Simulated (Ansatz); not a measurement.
# ρ(T) of PtWAu in the AlB2 type in two numbers

Can the computed ρ(T) of PtWAu in the AlB2 type be held by the Bloch–Grüneisen form, and does the fit predict a row it has not seen?

The resistivities were computed with Ansatz 0.2.0 (DFT PBE, scalar-relativistic, plane waves, PAW; PAW set soft_1) from the linearised Boltzmann equation with harmonic phonons, on q 3×3×3, k 9×9×12, scattering 12×12×16; the fit below is done by hand on them.

The structure was built from a prototype and need not be the compound's stable phase.

## Step 1: The data

Symmetry: P-6m2, No. 187, hexagonal system. Conventional cell: a = 4.547 Å, b = 4.547 Å, c = 2.720 Å, α = 90.00°, β = 90.00°, γ = 120.00°. Around W on site a lie 2 W at 2.72 Å and 6 Au at 2.96 Å and 6 Pt at 2.96 Å. Around Au on site d lie 3 Pt at 2.63 Å and 2 Au at 2.72 Å and 6 W at 2.96 Å. Pt on site f is surrounded by 3 Au at 2.63 Å and 2 Pt at 2.72 Å and 6 W at 2.96 Å.

This is the relaxed cell of the run, from steps not shown here.

The mean resistivity of the three axes from 50 to 800 K, with one row held back; the colder rows stay outside the fit and test it at the end:

| T (K) | ρ (μΩ cm) |
| --- | --- |
| 50 | 2.076 |
| 77 | 4.507 |
| 100 | 6.605 |
| 150 | 10.97 |
| 200 | 15.14 |
| 300 | 23.25 |
| 400 | 31.19 |
| 600 | ? |
| 800 | 62.54 |

The resistivity is not converged: the component that moves most changes by 14 % between the two finest meshes at 300 K. No spin–orbit coupling, which matters for Au, Pt and W. The structure is a hand-built model.

## Step 2: The fit

Bloch and Grüneisen's form is ρ(T) = A (T/Θ)⁵ J₅(Θ/T), with J₅(z) the integral of x⁵/((eˣ − 1)(1 − e⁻ˣ)) from 0 to z. It goes as T⁵ far below Θ and as A T/(4Θ) far above. For a trial Θ the best A is the geometric mean of ρ/[(T/Θ)⁵ J₅] over the rows, and the scatter of that ratio measures the fit:

| Θ (K) | A (μΩ cm) | scatter (%) |
| --- | --- | --- |
| 108 | 30.85 | 12.7 |
| 144 | 42.99 | 6.9 |
| 162 | 49.63 | 3.7 |
| 180 | 56.73 | 0.4 |
| 198 | 64.33 | 3.8 |
| 224 | 76.32 | 9.6 |
| 270 | 100.9 | 20.6 |

The scatter is least at Θ = 180 K, with A = 56.73 μΩ cm (0.4 % r.m.s.).

| T (K) | computed | fit |
| --- | --- | --- |
| 50 | 2.076 | 2.072 |
| 77 | 4.507 | 4.546 |
| 100 | 6.605 | 6.617 |
| 150 | 10.97 | 10.92 |
| 200 | 15.14 | 15.07 |
| 300 | 23.25 | 23.17 |
| 400 | 31.19 | 31.16 |
| 800 | 62.54 | 62.85 |

## Step 3: Prediction and check

At T = 600 K, Θ/T = 0.300, J₅ = 0.002015 and (T/Θ)⁵ = 411.5, so the fit gives 47.04 μΩ cm. The computed value is 46.90 μΩ cm: the fit is off by +0.30 %. Outside its range, at 20 K, it gives 0.106 against 0.193 μΩ cm computed, 0.55 times that; at that temperature the run's own test moves by 17 % between meshes in the component that moves most. Among the rows used, the largest miss is +0.9 %, at 77 K.

## Step 4: What the two numbers mean

Θ = 180 K is 1.51 times ħω_log/k_B (120 K) and 0.59 of the highest phonon frequency (304 K). The high-temperature slope of the fit, A/(4Θ), is 0.0788 μΩ cm/K. The same slope from the run's transport coupling and plasma energy, 2π k_B λ_tr/(ħ ε₀ ω_p²) with λ_tr = 0.306, 0.306, 0.434 (xx, yy, zz) and ħω_p = 3.50, 3.50, 6.36 (xx, yy, zz) eV, is 0.0813 μΩ cm/K in the mean of the axes, +3.2 % from it. For comparison, the computed rows rise by 0.0782 μΩ cm/K between the two hottest.

## Step 5: Summary of results

```json
{
 "Θ": "180 K",
 "A": "56.73 μΩ cm",
 "scatter of the fit": "0.4 %",
 "held-back row at 600 K, fit against computed": "47.04 against 46.90 μΩ cm"
}
```

What this shows: Two numbers, Θ = 180 K and A = 56.7 μΩ cm, hold the computed ρ(T) from 50 to 800 K within 0.45 % r.m.s. and predict the held-back row within 0.30 %. At 20 K, outside the rows fitted, it gives 0.55 times the computed value. By the run's own test the resistivity at 300 K moves by 14 % between its two finest scattering meshes, in the component that moves most. The mean hides an anisotropy: at 300 K the components are 28.9, 28.9, 11.9 (xx, yy, zz) μΩ cm. Spin–orbit coupling is left out. The fit describes the calculation: impurities, thermal expansion, changes of phase and anharmonicity are in neither.

[Logs are printed without paths, hosts, clocks, repeated set-up lines and the standing remarks that a program may print on its own settings, such as how far it seeks lower states.]

[Hosts, paths, dates, database ids (printed as entryN), source tags and the programs' standing remarks are cut or masked in the printed files.]
